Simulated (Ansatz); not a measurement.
# Relaxing VOF3 (P2_1/c) (120 atoms)

Wanted: the relaxed structure of VOF3 (P2_1/c) (120 atoms) and its electronic structure.

Main program and level: Ansatz 0.2.0; Kohn-Sham DFT, PBEsol, PAW (set soft_2), plane waves.

### Step 1. The starting structure

The cell holds 120 atoms: 24 V, 24 O and 72 F. Cell: a = 11.138 Å, b = 15.021 Å, c = 9.341 Å, α = 90.0°, β = 91.3°, γ = 90.0°. It derives from VOF3 (P2_1/c), repeated 2×3×1. VOF3, space group P2_1/c, structure from the Crystallography Open Database, 2 x 3 x 1 conventional cells; every coordinate displaced by a Gaussian of 0.02 Å.

Before any run, some limits are plain. The Brillouin zone is sampled at Γ only, in a cell whose shortest periodic width is 9 Å.

### Step 2. Single point at the start

A single point comes first, to see the forces before anything moves.

Contents of input.yaml:

```yaml
crystal:
  lattice:
    - [11.138, 0.0, 0.0]
    - [0.0, 15.021, 0.0]
    - [-0.21518, 0.0, 9.33852]
  atoms:
    - { symbol: V, position: [0.33619, 0.30902, 0.37466] }
    - { symbol: V, position: [0.17051, 0.14156, 0.12998] }
    - { symbol: V, position: [0.17022, 0.0251, 0.62525] }
    - { symbol: V, position: [0.33358, 0.19255, 0.87675] }
    - { symbol: O, position: [0.4023, 0.22534, 0.44405] }
    - { symbol: O, position: [0.09772, 0.0612, 0.05789] }
    - { symbol: O, position: [0.09756, 0.10569, 0.55647] }
    - { symbol: O, position: [0.40081, 0.27195, 0.94249] }
    - { symbol: F, position: [0.32077, 0.04562, 0.5437] }
    - { symbol: F, position: [0.17553, 0.21393, 0.95431] }
    - { symbol: F, position: [0.17675, 0.28693, 0.45777] }
    - { symbol: F, position: [0.3252, 0.12269, 0.03952] }
    - { symbol: F, position: [0.44627, 0.03554, 0.31151] }
    - { symbol: F, position: [0.04809, 0.20097, 0.19086] }
    - { symbol: F, position: [0.04927, 0.29737, 0.68927] }
    - { symbol: F, position: [0.45037, 0.13174, 0.80819] }
    - { symbol: F, position: [0.27592, 0.25915, 0.2116] }
    - { symbol: F, position: [0.22594, 0.09229, 0.29201] }
    - { symbol: F, position: [0.2266, 0.07523, 0.78905] }
    - { symbol: F, position: [0.27723, 0.2414, 0.71449] }
    - { symbol: V, position: [0.33521, 0.64119, 0.37374] }
    - { symbol: V, position: [0.16515, 0.47505, 0.1292] }
    - { symbol: V, position: [0.16558, 0.3601, 0.62482] }
    - { symbol: V, position: [0.33465, 0.52561, 0.87616] }
    - { symbol: O, position: [0.40027, 0.5592, 0.43801] }
    - { symbol: O, position: [0.10019, 0.39378, 0.05403] }
    - { symbol: O, position: [0.09825, 0.44251, 0.55857] }
    - { symbol: O, position: [0.40118, 0.60749, 0.94244] }
    - { symbol: F, position: [0.32432, 0.38135, 0.54281] }
    - { symbol: F, position: [0.17485, 0.54655, 0.95298] }
    - { symbol: F, position: [0.17443, 0.62158, 0.45667] }
    - { symbol: F, position: [0.32469, 0.4524, 0.04167] }
    - { symbol: F, position: [0.45225, 0.36919, 0.31321] }
    - { symbol: F, position: [0.05103, 0.53735, 0.18948] }
    - { symbol: F, position: [0.05054, 0.63125, 0.68964] }
    - { symbol: F, position: [0.45079, 0.46469, 0.80949] }
    - { symbol: F, position: [0.27548, 0.5938, 0.21057] }
    - { symbol: F, position: [0.22332, 0.42702, 0.28557] }
    - { symbol: F, position: [0.2286, 0.40715, 0.78516] }
    - { symbol: F, position: [0.27594, 0.57478, 0.71222] }
    - { symbol: V, position: [0.33492, 0.97418, 0.3754] }
    - { symbol: V, position: [0.16315, 0.80698, 0.12815] }
    - { symbol: V, position: [0.16499, 0.69389, 0.62669] }
    - { symbol: V, position: [0.33279, 0.85922, 0.87498] }
    - { symbol: O, position: [0.39644, 0.8932, 0.44315] }
    - { symbol: O, position: [0.09792, 0.7259, 0.0592] }
    - { symbol: O, position: [0.10121, 0.77487, 0.5618] }
    - { symbol: O, position: [0.39973, 0.94192, 0.94031] }
    - { symbol: F, position: [0.32395, 0.71423, 0.54651] }
    - { symbol: F, position: [0.17787, 0.87905, 0.95406] }
    - { symbol: F, position: [0.17322, 0.95361, 0.45677] }
    - { symbol: F, position: [0.32382, 0.78581, 0.04451] }
    - { symbol: F, position: [0.45049, 0.70087, 0.31119] }
    - { symbol: F, position: [0.04892, 0.86683, 0.18996] }
    - { symbol: F, position: [0.0477, 0.96521, 0.68671] }
    - { symbol: F, position: [0.45253, 0.80094, 0.80864] }
    - { symbol: F, position: [0.27528, 0.92661, 0.21568] }
    - { symbol: F, position: [0.22873, 0.76139, 0.2873] }
    - { symbol: F, position: [0.22622, 0.74326, 0.78758] }
    - { symbol: F, position: [0.27575, 0.90932, 0.71015] }
    - { symbol: V, position: [0.8364, 0.30564, 0.3737] }
    - { symbol: V, position: [0.6663, 0.14089, 0.12684] }
    - { symbol: V, position: [0.66759, 0.02586, 0.62635] }
    - { symbol: V, position: [0.83816, 0.1936, 0.87746] }
    - { symbol: O, position: [0.90182, 0.22658, 0.44166] }
    - { symbol: O, position: [0.60308, 0.05938, 0.05977] }
    - { symbol: O, position: [0.59931, 0.10683, 0.55546] }
    - { symbol: O, position: [0.89679, 0.27391, 0.94184] }
    - { symbol: F, position: [0.82672, 0.04639, 0.54332] }
    - { symbol: F, position: [0.6763, 0.21495, 0.9578] }
    - { symbol: F, position: [0.67305, 0.28242, 0.45754] }
    - { symbol: F, position: [0.82301, 0.11961, 0.04351] }
    - { symbol: F, position: [0.95143, 0.03629, 0.31034] }
    - { symbol: F, position: [0.5484, 0.20487, 0.19072] }
    - { symbol: F, position: [0.54998, 0.2967, 0.68742] }
    - { symbol: F, position: [0.95124, 0.13366, 0.81557] }
    - { symbol: F, position: [0.77546, 0.25933, 0.21124] }
    - { symbol: F, position: [0.72364, 0.09219, 0.28919] }
    [... 36 atom lines left out ...]
    - { symbol: F, position: [0.54961, 0.96468, 0.68978] }
    - { symbol: F, position: [0.95074, 0.79738, 0.81041] }
    - { symbol: F, position: [0.77405, 0.92553, 0.20828] }
    - { symbol: F, position: [0.72573, 0.76102, 0.28458] }
    - { symbol: F, position: [0.72523, 0.74233, 0.78553] }
    - { symbol: F, position: [0.77941, 0.90796, 0.71421] }
kpoints:
  mp_grid: { grid: [1, 1, 1] }
hamiltonian:
  xc: pbesol
scf:
  occupations: { method: fixed }
output:
  forces: true
  stress: true
  populations: intrinsic
  dos:
    method: { smearing: { sigma: 0.15 } }
    de: 0.1
    projected: { site_lists: { F: [F], O: [O], V: [V] } }
  eigenvalues: true
```

Launch:

```console
$ ansatz run input.yaml --threads 4 --pin off --max-ram 8192MiB --backend cpu --events-out ev --progress --plain --runs-dir out
```

Numbers of over 12 decimals in the logs are rounded to 6 here.

Log:

```text
Engine: ansatz 0.2.0, aarch64-unknown-linux-gnu
Pseudopotentials: kind: paw
Pseudopotential: V, paw, valence charge 13, recommended cutoff 420 eV (normal), V.paw.azcp
Pseudopotential: O, paw, valence charge 6, recommended cutoff 420 eV (normal), O.paw.azcp
Pseudopotential: F, paw, valence charge 7, recommended cutoff 420 eV (normal), F.paw.azcp
[... 3 lines on functional and potentials left out ...]
Crystal: 120 atoms, lattice volume = 1562.371 Å³
Basis set: ecut = 420 eV, 30549 PW (Γ), exchange–correlation on 150×216×128 points (8 copies of the dense FFT grid, shifted against one another)
Bands: 600, of which v1, the nominal top of the filled ones, is band 480 counted from 1 (479 counted from 0)
Symmetry: 1 space group operations
Space group: P1 (ITA 1), of the structure as read, at distance tolerance 1.2e-4 Å
k-points: 1
[... 10 lines on functional and potentials left out ...]
Initial density: superposition of atomic densities (neutral atoms: chi_scale 0, normalization atom), corrected by the library's trained network
Initial wavefunctions: pseudopotential atomic-orbital guess
Functional: x = pbesol(κ = 0.804, μ = 0.123457), c = pbesol(β = 0.046)
SCF iter   1: F=—  HF=-140394.776919 eV  |F-HF|=—  |Δ(HF+E_count)|=         —  Δρ=2.06e-2  dr2=5.89e0  ethr=1.77e-3  ⟨swp⟩=4.0  Hψ=1829  notcnv=0  defer=107
preconditioner: auto → Resta (q_TF=auto, 2.516 Å⁻¹)  ε∞=6.2  [insulator: Δε(μ)=2.900 eV  Ē_g=11.404 eV  n_scr=430 (ndim 8)  ℏωp=26.0 eV  f_vac=0.209  ε∞_Penn≈6.2]
SCF iter   2: F=—  HF=-140394.609590 eV  |F-HF|=—  |Δ(HF+E_count)|=   1.67e-1  Δρ=1.99e-2  dr2=6.59e0  ethr=6.14e-4  ⟨swp⟩=3.0  Hψ=1151  notcnv=0  defer=107
SCF iter   3: F=—  HF=-140393.852405 eV  |F-HF|=—  |Δ(HF+E_count)|=   7.57e-1  Δρ=3.97e-3  dr2=2.02e-1  ethr=6.14e-4  ⟨swp⟩=2.0  Hψ=794  notcnv=0  defer=113
SCF iter   4: F=—  HF=-140393.830171 eV  |F-HF|=—  |Δ(HF+E_count)|=   2.22e-2  Δρ=1.67e-3  dr2=3.55e-2  ethr=2.10e-5  ⟨swp⟩=3.0  Hψ=798  notcnv=0  defer=118
SCF iter   5: F=—  HF=-140393.832852 eV  |F-HF|=—  |Δ(HF+E_count)|=   2.68e-3  Δρ=1.31e-3  dr2=3.12e-2  ethr=3.70e-6  ⟨swp⟩=3.0  Hψ=977  notcnv=0  defer=118
SCF iter   6: F=—  HF=-140393.830908 eV  |F-HF|=—  |Δ(HF+E_count)|=   1.94e-3  Δρ=4.46e-4  dr2=3.62e-3  ethr=3.25e-6  ⟨swp⟩=3.0  Hψ=797  notcnv=0  defer=118
SCF iter   7: F=—  HF=-140393.831435 eV  |F-HF|=—  |Δ(HF+E_count)|=   5.27e-4  Δρ=2.97e-4  dr2=1.86e-3  ethr=3.77e-7  ⟨swp⟩=2.0  Hψ=806  notcnv=0  defer=117
SCF iter   8: F=—  HF=-140393.831467 eV  |F-HF|=—  |Δ(HF+E_count)|=   3.23e-5  Δρ=1.48e-4  dr2=4.45e-4  ethr=1.93e-7  ⟨swp⟩=2.0  Hψ=947  notcnv=0  defer=108
SCF iter   9: F=—  HF=-140393.831520 eV  |F-HF|=—  |Δ(HF+E_count)|=   5.25e-5  Δρ=8.15e-5  dr2=1.48e-4  ethr=4.64e-8  ⟨swp⟩=2.0  Hψ=934  notcnv=0  defer=107
SCF iter  10: F=—  HF=-140393.831482 eV  |F-HF|=—  |Δ(HF+E_count)|=   3.75e-5  Δρ=7.75e-5  dr2=1.29e-4  ethr=1.54e-8  ⟨swp⟩=2.0  Hψ=805  notcnv=0  defer=107
SCF iter  11: F=—  HF=-140393.831399 eV  |F-HF|=—  |Δ(HF+E_count)|=   8.29e-5  Δρ=2.95e-5  dr2=2.04e-5  ethr=1.35e-8  ⟨swp⟩=2.0  Hψ=948  notcnv=0  defer=107
SCF iter  12: F=—  HF=-140393.833291 eV  |F-HF|=—  |Δ(HF+E_count)|=   1.89e-3  Δρ=1.94e-5  dr2=7.72e-6  ethr=2.12e-9  ⟨swp⟩=2.0  Hψ=853  notcnv=0  defer=107
SCF iter  13: F=—  HF=-140393.833292 eV  |F-HF|=—  |Δ(HF+E_count)|=   4.29e-7  Δρ=1.47e-5  dr2=4.83e-6  ethr=8.04e-10  ⟨swp⟩=2.0  Hψ=804  notcnv=0  defer=107
SCF iter  14: F=—  HF=-140393.833292 eV  |F-HF|=—  |Δ(HF+E_count)|=   3.60e-7  Δρ=9.19e-6  dr2=1.92e-6  ethr=5.03e-10  ⟨swp⟩=2.0  Hψ=774  notcnv=0  defer=107
SCF iter  15: F=—  HF=-140393.833292 eV  |F-HF|=—  |Δ(HF+E_count)|=   3.63e-8  Δρ=7.26e-6  dr2=1.10e-6  ethr=2.00e-10  ⟨swp⟩=2.0  Hψ=800  notcnv=0  defer=107
SCF iter  16: F=—  HF=-140393.833292 eV  |F-HF|=—  |Δ(HF+E_count)|=   6.79e-8  Δρ=2.64e-6  dr2=1.52e-7  ethr=1.15e-10  ⟨swp⟩=2.0  Hψ=787  notcnv=0  defer=107
SCF iter  17: F=—  HF=-140393.833292 eV  |F-HF|=—  |Δ(HF+E_count)|=   1.93e-8  Δρ=2.32e-6  dr2=1.13e-7  ethr=1.04e-11  ⟨swp⟩=9.0  Hψ=2392  notcnv=0
SCF iter  18: F=-140393.833292 eV  HF=-140393.833292 eV  |F-HF|=3.36e-8  |Δ(HF+E_count)|=   9.87e-9  Δρ=1.70e-6  dr2=5.25e-8  ethr=1.04e-11  ⟨swp⟩=3.0  Hψ=1538  notcnv=0
SCF 1 converged in 18 iterations: F = -140393.833292 eV  dr2 = 5.25e-8
  greatest PAW one-centre occupation: 1.000 electrons in one spin orbital (limit 2), on the V atom at site 80 (counted from 0), in its partial waves of l = 0
SCF converged after 18 iterations
Free energy (F): -140393.833292 eV
Harris-Foulkes:  -140393.833292 eV  (|F-HF|=3.36e-8)
Internal energy: -140393.833292 eV  (E = F + TS)
E sigma→0 (E₀):  -140393.833292 eV
Fermi energy:    1.232690 eV
--- Per-component energies (eV) ---
  E_band       = -12331.581350
  E_kinetic    = 26979.598889
  E_local      = -102839.408514  (includes V_loc(G=0)·N_el)
  E_nonlocal   = 5275.423889
  E_hartree    = 40914.739384
  E_xc         = -10445.181090
  E_vxc        = -13401.871654  (∫ρ·V_xc dr)
  E_paw        = -43568.847897  (= ΣΔE_a)
  E_vpaw       = -10175.020884  (= ΣTr[D̂ρ^β])
  E_aug_tail   = 0.209395  (compensation charges beyond the density's cutoff)
  E_ewald      = -56717.862427
  E_core_change = 7.495078  (= ΣΔE_core)
  E_smearing   = -0.000000  (= −TS)
  E_closure    = 0.000000  (closes the sum)
  Σ components = -140393.833292   (vs F -140393.833292, Δ=0.00e0)
--- Forces (eV/Å), atoms counted from 1 ---
  atom   1  V      0.31544165    -2.33667997     1.06483660
  atom   2  V     -2.15909787    -1.29658760    -1.21395536
  atom   3  V     -2.51983081     1.33690433     0.09159635
  atom   4  V     -0.01383295    -0.24326032    -1.41447251
  atom   5  O     -0.81578816     1.36497010    -0.69742052
  atom   6  O      1.29977164     1.22731172     0.84557303
  atom   7  O      0.95572936    -0.80633552     0.54907240
  atom   8  O      0.65736058     1.27332893     0.67000742
  atom   9  F      0.99419425     0.41922247    -0.06259013
  atom  10  F     -0.29977991     0.01325602     0.46807675
  atom  11  F     -0.09482422    -0.00093536    -0.12361537
  atom  12  F      0.12169573    -0.83354793     1.01191728
  atom  13  F      1.36680437     0.97005536    -0.53256390
  atom  14  F      0.60703699     0.09997701    -0.07151039
[...]
atom 119  F      0.07346714    -0.08624999     0.17117284
  atom 120  F     -0.42730585     0.01977771    -0.33926753
  max |Σ_I F_I| component: 1.60e-4 eV/Å
--- Stress (GPa, compression-positive) ---
        2.537391       0.462987      -0.350186
        0.462987       2.598537      -0.319325
       -0.350186      -0.319325       1.123406
  P = ⅓ Tr σ = 2.0864 GPa (20.864 kbar)
--- Band table (eV) ---
  k-point 0: bands = ["-62.2770", "-62.2717", "-62.2700", "-62.2607", [... 584 levels ...], "8.2546", "8.2796", "8.3195", "8.3385", "8.3987", "8.4264", "8.4802", "8.5728", "8.5954", "8.6583", "8.7730", "8.7796"]
--- intrinsic populations: 120 sites ---
  site symbol       q [e]
     0      V     11.5095
     1      V     11.5032
     2      V     11.5110
[...]
119      F      7.4249
  spilling = -0.000000 (of n_electrons = 960.000000)
```

Elapsed: 53 s, on 4 threads of Arm Neoverse V2, shared host; peak memory 2.6 GiB.

Reading the cycles: dr2 is the Hartree energy of the density residual (eV), the measure of convergence; HF is the Harris–Foulkes estimate of the energy, which meets the free energy F at convergence.

Read from the output:

- free energy: -140393.8333 eV
- free energy per atom: -1169.9486 eV/atom
- SCF cycles: 18
- pressure: 2.086 GPa
- r.m.s. force component: 0.7238 eV/Å
- longest force: 4.259 eV/Å
- Fermi energy: 1.233 eV
- gap (highest filled to lowest empty level): 3.011 eV

The r.m.s. force component of 0.72 eV/Å and the pressure of 2.1 GPa set the starting point.

Neighbours are counted within 2.46 Å (F-V), 2.56 Å (O-V).

Length of the force by element and coordination:

| element | coordination | atoms | mean length of the force (eV/Å) | spread | least | most |
| --- | --- | --- | --- | --- | --- | --- |
| F | all | 72 | 0.590 | 0.453 | 0.114 | 2.40 |
| F | 1 | 24 | 0.831 | 0.596 | 0.156 | 2.40 |
| F | 2 | 48 | 0.470 | 0.294 | 0.114 | 1.32 |
| O | all | 24 | 1.05 | 0.848 | 0.114 | 3.94 |
| V | all | 24 | 1.85 | 0.978 | 0.212 | 4.26 |

### Step 3. Relaxation

The atoms are relaxed in the fixed cell, aiming at the force tolerance of the input.

input.yaml, the sections that differ from step 2:

```yaml
output:
  forces: true
relax:
  f_tol: 0.05
  max_steps: 187
# crystal, kpoints, hamiltonian, scf: as in step 2
```

Log:

```text
[...]
Crystal: 120 atoms, lattice volume = 1562.371 Å³
Basis set: ecut = 420 eV, 30549 PW (Γ), exchange–correlation on 150×216×128 points (8 copies of the dense FFT grid, shifted against one another)
Bands: 600, of which v1, the nominal top of the filled ones, is band 480 counted from 1 (479 counted from 0)
Symmetry: 1 space group operations
[...]
k-points: 1
[...]
SCF iter   1: F=—  HF=-140394.772367 eV  |F-HF|=—  |Δ(HF+E_count)|=         —  Δρ=2.06e-2  dr2=5.88e0  ethr=1.77e-3  ⟨swp⟩=4.0  Hψ=1731  notcnv=0  defer=107
[...]
SCF iter  11: F=-140393.833282 eV  HF=-140393.833292 eV  |F-HF|=1.01e-5  |Δ(HF+E_count)|=   7.24e-6  Δρ=2.90e-5  dr2=1.98e-5  ethr=6.51e-9  ⟨swp⟩=2.0  Hψ=1553  notcnv=0
SCF 1 converged in 11 iterations: F = -140393.833282 eV  dr2 = 1.98e-5
[...]
relax step   1: F+E_penalty+E_count = -140393.83328165 eV  Δ(F+E_penalty+E_count) = +0.000e0 eV  max|allowed force component| = 3.640e0 eV/Å  Δτ_max = 0.0000 Å  (11 SCF iters, dr2 threshold 6.25e-5 eV, accepted)
[...]
relax step   2: F+E_penalty+E_count = -140395.04965952 eV  Δ(F+E_penalty+E_count) = -1.216e0 eV  max|allowed force component| = 1.765e0 eV/Å  Δτ_max = 0.0600 Å  (9 SCF iters, dr2 threshold 1.00e-4 eV, accepted)
[...]
relax step   3: F+E_penalty+E_count = -140395.62727909 eV  Δ(F+E_penalty+E_count) = -5.776e-1 eV  max|allowed force component| = 1.118e-1 eV/Å  Δτ_max = 0.1583 Å  (9 SCF iters, dr2 threshold 1.00e-4 eV, accepted)
[...]
relax step   4: F+E_penalty+E_count = -140395.67259026 eV  Δ(F+E_penalty+E_count) = -4.531e-2 eV  max|allowed force component| = 1.509e-2 eV/Å  Δτ_max = 0.0599 Å  (14 SCF iters, accepted)
SCF converged after 14 iterations
Free energy (F): -140395.672590 eV
[...]
Internal energy: -140395.672590 eV  (E = F + TS)
E sigma→0 (E₀):  -140395.672590 eV
Fermi energy:    0.921421 eV
[...]
--- Forces (eV/Å), atoms counted from 1 ---
  atom   1  V      0.00058394    -0.00493217     0.00037696
  atom   2  V     -0.00730056    -0.00186077    -0.00329449
  atom   3  V     -0.00391186     0.01001378     0.00634015
  atom   4  V      0.00095653     0.01144962    -0.00444458
  atom   5  O      0.00022335     0.00211896     0.00738284
  atom   6  O     -0.00298055     0.00237707    -0.00219282
  atom   7  O     -0.00092144    -0.00430024     0.00212090
  atom   8  O      0.00098559     0.00018179     0.00011768
  atom   9  F      0.00092536    -0.00332821     0.00129514
  atom  10  F      0.00051869    -0.00458542    -0.00140933
  atom  11  F      0.00104360     0.00353016    -0.00545729
  atom  12  F     -0.00293711    -0.00512439     0.01509142
  atom  13  F      0.00268203     0.00156747     0.00462489
  atom  14  F     -0.00303756     0.00273282    -0.00341561
[...]
atom 119  F      0.00188764     0.01023364    -0.00426330
  atom 120  F      0.00034969     0.00799917     0.00426780
  max |Σ_I F_I| component: 7.16e-5 eV/Å
--- Relaxed structure (4 steps of the walk, 4 accepted, 0 SCFs on fresh bases) ---
  F+E_penalty+E_count = -140395.67259026 eV   max|allowed force component| = 1.509e-2 eV/Å
  atoms:
    - { symbol: V, position: [0.335450, 0.305471, 0.377115] }
    - { symbol: V, position: [0.164895, 0.138819, 0.122790] }
    - { symbol: V, position: [0.164461, 0.028179, 0.622702] }
    - { symbol: V, position: [0.336193, 0.194709, 0.876981] }
[...]
- { symbol: F, position: [0.773895, 0.901712, 0.713059] }
```

It took 1.8 min on 4 threads; peak memory 2.4 GiB; 7 min of CPU time.

The steps of the relaxation:

```
step  energy less that of the first step (eV)  largest force component (eV/Å)
   1                                   0.0000                          3.6404
   2                                  -1.2164                          1.7655
   3                                  -1.7940                          0.1118
   4                                  -1.8393                          0.0151
```

The atoms that moved most (Å):

```
atom      dx      dy      dz  length
 F59   0.003  -0.131  -0.004   0.131
 F60  -0.021  -0.118   0.025   0.122
 F98  -0.020   0.116   0.001   0.118
F119   0.013  -0.111   0.016   0.113
F120  -0.061  -0.094  -0.011   0.113
 F78   0.036   0.103  -0.020   0.111
 F40  -0.022  -0.108   0.006   0.110
F117  -0.006   0.100   0.044   0.110
```

The relaxation changed the energy by -15.3 meV/atom, and atoms moved by 0.072 Å r.m.s., 0.13 Å at most.

(Part 1 of 3 ends here.)

[Logs are printed without paths, hosts, clocks, repeated set-up lines and the standing remarks that a program may print on its own settings, such as how far it seeks lower states.]

[Hosts, paths, dates, database ids (printed as entryN), source tags and the programs' standing remarks are cut or masked in the printed files.]
